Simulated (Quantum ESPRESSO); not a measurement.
# Magnetic state of MnB from several starts

Wanted: the moments of MnB and the energy of each order that was tried.

Method: LDA; plane waves with GBRV 1.5 LDA potentials, no spin-orbit coupling, in Quantum ESPRESSO 7.5.

## 1. Set-up

The structure is orthorhombic, space group Pnma (No. 62). Conventional cell: a = 5.563 Å, b = 2.977 Å, c = 4.147 Å, α = 90.00°, β = 90.00°, γ = 90.00°. Nearest to Mn lie 7 B at 2.19 to 2.25 Å. Nearest to B lie 2 B at 1.80 Å and 7 Mn at 2.19 to 2.25 Å. Farther neighbours are not listed.

The cell comes from the Crystallography Open Database.

## 2. Start 1: ferro ++++

The signs are those of the starting moments on the seeded atoms, the atoms that are given a moment.

The input, pw.in:

```
&CONTROL
  calculation = 'scf'
  prefix = 'pwscf'
  outdir = './tmp'
  pseudo_dir = './pseudo'
  disk_io = 'nowf'
/
&SYSTEM
  ibrav = 0
  celldm(1) = 8
  nat = 8
  ntyp = 2
  ecutwfc = 40
  ecutrho = 280
  nbnd = 55
  occupations = 'smearing'
  smearing = 'fd'
  degauss = 0.00734986
  nspin = 2
  starting_magnetization(1) = 0.2333
  starting_magnetization(2) = 0
/
&ELECTRONS
  conv_thr = 1.6d-08
  electron_maxstep = 150
  mixing_beta = 0.3
/
ATOMIC_SPECIES
Mn     54.9380 mn_lda_v1.5.uspp.F.UPF
B      10.8100 b_lda_v1.4.uspp.F.UPF
CELL_PARAMETERS alat
   1.3141112951810    0.0000000000000    0.0000000000000
   0.0000000000000    0.7031789017615    0.0000000000000
   0.0000000000000    0.0000000000000    0.9796441802839
ATOMIC_POSITIONS crystal
Mn      0.1758800000    0.2500000000    0.1208300000
Mn      0.3241200000    0.7500000000    0.6208300000
Mn      0.6758800000    0.2500000000    0.3791700000
Mn      0.8241200000    0.7500000000    0.8791700000
B       0.0341000000    0.2500000000    0.6128000000
B       0.4659000000    0.7500000000    0.1128000000
B       0.5341000000    0.2500000000    0.8872000000
B       0.9659000000    0.7500000000    0.3872000000
K_POINTS automatic
8 8 8 0 0 0
```

The run is started by

```
$ OMP_NUM_THREADS=1 mpirun -n 4 pw.x -nk 4 -in pw.in > pw.out
```

Log:

```text
Program PWSCF v.7.5 starts

     Message from routine setup:
     using ibrav=0 with symmetry is DISCOURAGED, use correct ibrav instead

     K-points division:     npool     =       4
     Subspace diagonalization in iterative solution of the eigenvalue problem:

     G-vector sticks info
     --------------------
     sticks:   dense  smooth     PW     G-vecs:    dense   smooth      PW
     Sum        1299     749    239                36567    15855    2763

     Using Slab Decomposition

     bravais-lattice index     =            0
     lattice parameter (alat)  =       8.0000  a.u.
     unit-cell volume          =     463.4857 (a.u.)^3
     number of atoms/cell      =            8
     number of atomic types    =            2
     number of electrons       =        72.00
     number of Kohn-Sham states=           55
     kinetic-energy cutoff     =      40.0000  Ry
     charge density cutoff     =     280.0000  Ry
     scf convergence threshold =      1.6E-08
     mixing beta               =       0.3000
     number of iterations used =            8  plain     mixing
     Exchange-correlation=  SLA  PZ   NOGX NOGC
                           (   1   1   0   0   0   0   0)

     celldm(1)=   8.000000  celldm(2)=   0.000000  celldm(3)=   0.000000
     celldm(4)=   0.000000  celldm(5)=   0.000000  celldm(6)=   0.000000

     crystal axes: (cart. coord. in units of alat)
               a(1) = (   1.314111   0.000000   0.000000 )
               a(2) = (   0.000000   0.703179   0.000000 )
               a(3) = (   0.000000   0.000000   0.979644 )

     reciprocal axes: (cart. coord. in units 2 pi/alat)
               b(1) = (  0.760971  0.000000  0.000000 )
               b(2) = (  0.000000  1.422113  0.000000 )
               b(3) = (  0.000000  0.000000  1.020779 )

     PseudoPot. # 1 for Mn read from file:
     mn_lda_v1.5.uspp.F.UPF
     Pseudo is Ultrasoft + core correction, Zval = 15.0
     Generated by new atomic code, or converted to UPF format
     Using radial grid of  859 points,  6 beta functions with:
                l(1) =   0
                l(2) =   0
                l(3) =   1
                l(4) =   1
                l(5) =   2
                l(6) =   2
     Q(r) pseudized with  8 coefficients,  rinner =    0.950   0.950   0.950
                                                       0.950   0.950

     PseudoPot. # 2 for B  read from file:
     b_lda_v1.4.uspp.F.UPF
     Pseudo is Ultrasoft + core correction, Zval =  3.0
     Generated by new atomic code, or converted to UPF format
     Using radial grid of  781 points,  4 beta functions with:
                l(1) =   0
                l(2) =   0
                l(3) =   1
                l(4) =   1
     Q(r) pseudized with  8 coefficients,  rinner =    1.100   1.100   1.100

     atomic species   valence    mass     pseudopotential
     Mn               15.00    54.93800     Mn( 1.00)
     B                 3.00    10.81000     B ( 1.00)

     Starting magnetic structure
     atomic species   magnetization
     Mn              0.233
     B               0.000

      8 Sym. Ops., with inversion, found ( 6 have fractional translation)

   Cartesian axes

     site n.     atom                  positions (alat units)
         1        Mn     tau(   1) = (   0.2311259   0.1757947   0.1183704  )
         2        Mn     tau(   2) = (   0.4259298   0.5273842   0.6081925  )
         3        Mn     tau(   3) = (   0.8881815   0.1757947   0.3714517  )
         4        Mn     tau(   4) = (   1.0829854   0.5273842   0.8612738  )
         5        B      tau(   5) = (   0.0448112   0.1757947   0.6003260  )
         6        B      tau(   6) = (   0.6122445   0.5273842   0.1105039  )
         7        B      tau(   7) = (   0.7018668   0.1757947   0.8691403  )
         8        B      tau(   8) = (   1.2693001   0.5273842   0.3793182  )

     number of k points=   125  Fermi-Dirac smearing, width (Ry)=  0.0073

     Number of k-points >= 100: set verbosity='high' to print them.

     Dense  grid:    36567 G-vectors     FFT dimensions: (  60,  30,  48)

     Smooth grid:    15855 G-vectors     FFT dimensions: (  48,  24,  32)

     Check: negative core charge=   -0.000057
     Generating pointlists ...
     new r_m :   0.2131 (alat units)  1.7052 (a.u.) for type    1
     new r_m :   0.1752 (alat units)  1.4020 (a.u.) for type    2

     Initial potential from superposition of free atoms

     starting charge      69.9988, renormalised to      72.0000
     Starting wfcs are   68 randomized atomic wfcs

     Self-consistent Calculation

     iteration #  1     ecut=    40.00 Ry     beta= 0.30
     Davidson diagonalization with overlap
     ethr =  1.00E-02,  avg # of iterations =  2.1

     total energy              =    -867.93945547 Ry
     estimated scf accuracy    <       9.95766828 Ry

     total magnetization       =     6.81 Bohr mag/cell
     absolute magnetization    =     7.34 Bohr mag/cell

     iteration #  2     ecut=    40.00 Ry     beta= 0.30
     Davidson diagonalization with overlap
     ethr =  1.00E-02,  avg # of iterations =  2.0

     total energy              =    -870.15296574 Ry
     estimated scf accuracy    <       2.51345279 Ry

     total magnetization       =     8.22 Bohr mag/cell
     absolute magnetization    =     9.36 Bohr mag/cell

     iteration #  3     ecut=    40.00 Ry     beta= 0.30
     Davidson diagonalization with overlap
     ethr =  3.49E-03,  avg # of iterations =  1.0

     total energy              =    -870.56594360 Ry
     estimated scf accuracy    <       0.07422789 Ry

     total magnetization       =     8.18 Bohr mag/cell
     absolute magnetization    =     9.05 Bohr mag/cell

     [... further iterations left out ...]

     iteration # 10     ecut=    40.00 Ry     beta= 0.30
     Davidson diagonalization with overlap
     ethr =  8.09E-09,  avg # of iterations =  1.5

     total energy              =    -870.58932565 Ry
     estimated scf accuracy    <       0.00000080 Ry

     total magnetization       =     7.07 Bohr mag/cell
     absolute magnetization    =     7.74 Bohr mag/cell

     iteration # 11     ecut=    40.00 Ry     beta= 0.30
     Davidson diagonalization with overlap
     ethr =  1.11E-09,  avg # of iterations =  1.9

     total energy              =    -870.58932590 Ry
     estimated scf accuracy    <       0.00000006 Ry

     total magnetization       =     7.07 Bohr mag/cell
     absolute magnetization    =     7.73 Bohr mag/cell

     iteration # 12     ecut=    40.00 Ry     beta= 0.30
     Davidson diagonalization with overlap
     ethr =  8.57E-11,  avg # of iterations =  2.5

     total energy              =    -870.58932610 Ry
     estimated scf accuracy    <       0.00000002 Ry

     total magnetization       =     7.07 Bohr mag/cell
     absolute magnetization    =     7.73 Bohr mag/cell

     iteration # 13     ecut=    40.00 Ry     beta= 0.30
     Davidson diagonalization with overlap
     ethr =  2.62E-11,  avg # of iterations =  1.6

     Magnetic moment per site  (integrated on atomic sphere of radius R)
     atom   1 (R=0.213)  charge= 12.6753  magn=  1.7261
     atom   2 (R=0.213)  charge= 12.6753  magn=  1.7261
     atom   3 (R=0.213)  charge= 12.6753  magn=  1.7261
     atom   4 (R=0.213)  charge= 12.6753  magn=  1.7261
     atom   5 (R=0.175)  charge=  1.4349  magn= -0.0525
     atom   6 (R=0.175)  charge=  1.4349  magn= -0.0525
     atom   7 (R=0.175)  charge=  1.4349  magn= -0.0525
     atom   8 (R=0.175)  charge=  1.4349  magn= -0.0525

     End of self-consistent calculation

     Number of k-points >= 100: set verbosity='high' to print the bands.

     the Fermi energy is    16.6902 ev

!    total energy              =    -870.58932612 Ry
     estimated scf accuracy    <          8.3E-10 Ry
     smearing contrib. (-TS)   =      -0.01250766 Ry
     internal energy E=F+TS    =    -870.57681846 Ry

     The total energy is F=E-TS. E is the sum of the following terms:
     one-electron contribution =    -376.25350738 Ry
     hartree contribution      =     228.97281159 Ry
     xc contribution           =    -117.04236062 Ry
     ewald contribution        =    -606.25376204 Ry

     total magnetization       =     7.07 Bohr mag/cell
     absolute magnetization    =     7.73 Bohr mag/cell

     convergence has been achieved in  13 iterations

=------------------------------------------------------------------------------=
   JOB DONE.
=------------------------------------------------------------------------------=
```

Elapsed: 2.5 min, on 4 MPI ranks of Arm Neoverse V1, shared host; peak memory 0.79 GiB; 9.8 min of CPU time.

Spin moment in the atom's sphere by atom:

```tsv
atom	spin moment in the atom's sphere (μB)
Mn1	1.73
Mn2	1.73
Mn3	1.73
Mn4	1.73
B5	-0.05
B6	-0.05
B7	-0.05
B8	-0.05
```

Read from the output:

```yaml
smearing_term_ts: 0.1702 eV
magnetization: 7.066 μB
absolute_magnetization: 7.728 μB
final_state: ferromagnetic
```

Spin density in the ac plane at fractional y = 0.250, with atoms of Mn and B within 0.2 Å of it.

Values in e/Å³, 11 rows by 15 columns, each cell a mean:
```
0.0 0.1 0.2 0.2 0.1 0.0 0.0 0.0 0.0 0.0 0.0 0.0 0.0 0.0 0.0
0.0 0.0 0.0 0.0 0.0 0.0 0.0 0.0 0.0 0.0 0.0 0.0 0.0 0.0 0.0
0.0 0.0 0.0 0.0 0.0 0.0 0.0 0.0 0.0 0.0 0.0 0.0 0.0 0.0 0.0
0.0 0.0 0.0 0.0 0.0 0.0 0.0 0.0 0.0 0.0 0.0 0.0 0.0 0.0 0.0
0.0 0.0 0.0 0.0 0.0 0.0 0.0 0.0 0.1 0.2 0.2 0.1 0.0 0.0 0.0
0.0 0.0 0.0 0.0 0.0 0.0 0.0 0.0 0.2 0.9 1.4 0.6 0.1 0.0 0.0
0.0 0.0 0.0 0.0 0.0 0.0 0.0 0.0 0.3 2.0 2.9 1.4 0.2 0.0 0.0
0.0 0.1 0.3 0.3 0.1 0.0 0.0 0.0 0.2 1.1 1.9 0.9 0.2 0.0 0.0
0.1 0.5 1.5 1.5 0.4 0.1 0.0 0.0 0.1 0.2 0.3 0.2 0.0 0.0 0.0
0.1 0.9 2.8 2.4 0.6 0.1 0.0 0.0 0.0 0.0 0.0 0.0 0.0 0.0 0.0
0.1 0.5 1.5 1.2 0.3 0.1 0.0 0.0 0.0 0.0 0.0 0.0 0.0 0.0 0.0
```
Columns run along a (5.6 Å), rows up along c (4.1 Å). Atoms in or near the plane, at fractional coordinates: Mn at (0.18, 0.12), Mn at (0.68, 0.38), B at (0.03, 0.61), B at (0.53, 0.89).

Valence density in the ac plane at fractional y = 0.250, with atoms of Mn and B within 0.2 Å of it. It is the smooth field of the valence electrons, not physical close to the nuclei.

Ten steps, logarithmic in the rise over the least value, from '_' (0 e/Å³) to '@' (17 e/Å³), each cell a mean:
```
..::==--::..::::::::::________
..::........::::::::::______..
::::::..__....::::::..____..::
::::::..____....::........::::
::::::..______..::--==--..::::
::::::..______..--##@@##--::::
::::::..______..++@@@@@@==....
..--++==::____..==%%@@##--..__
::**@@@@++..__..::==++--..____
::%%@@@@**::....::::....______
::**@@%%++::::::::::..________
```
Columns run along a (5.6 Å), rows up along c (4.1 Å). Atoms in or near the plane, at fractional coordinates: Mn at (0.18, 0.12), Mn at (0.68, 0.38), B at (0.03, 0.61), B at (0.53, 0.89).

[end of part 1 of 2]

[Logs and program files are shortened in this print: banners, set-up blocks, solver, clock and traceback lines can be left out without a mark of their own.]

[Logs are printed without paths, hosts, clocks, repeated set-up lines and the standing remarks that a program may print on its own settings, such as how far it seeks lower states.]

[Hosts, paths, dates, database ids (printed as entryN), source tags and the programs' standing remarks are cut or masked in the printed files.]

[Where a cell is said to come from a database of computed structures, the database is the Materials Project.]
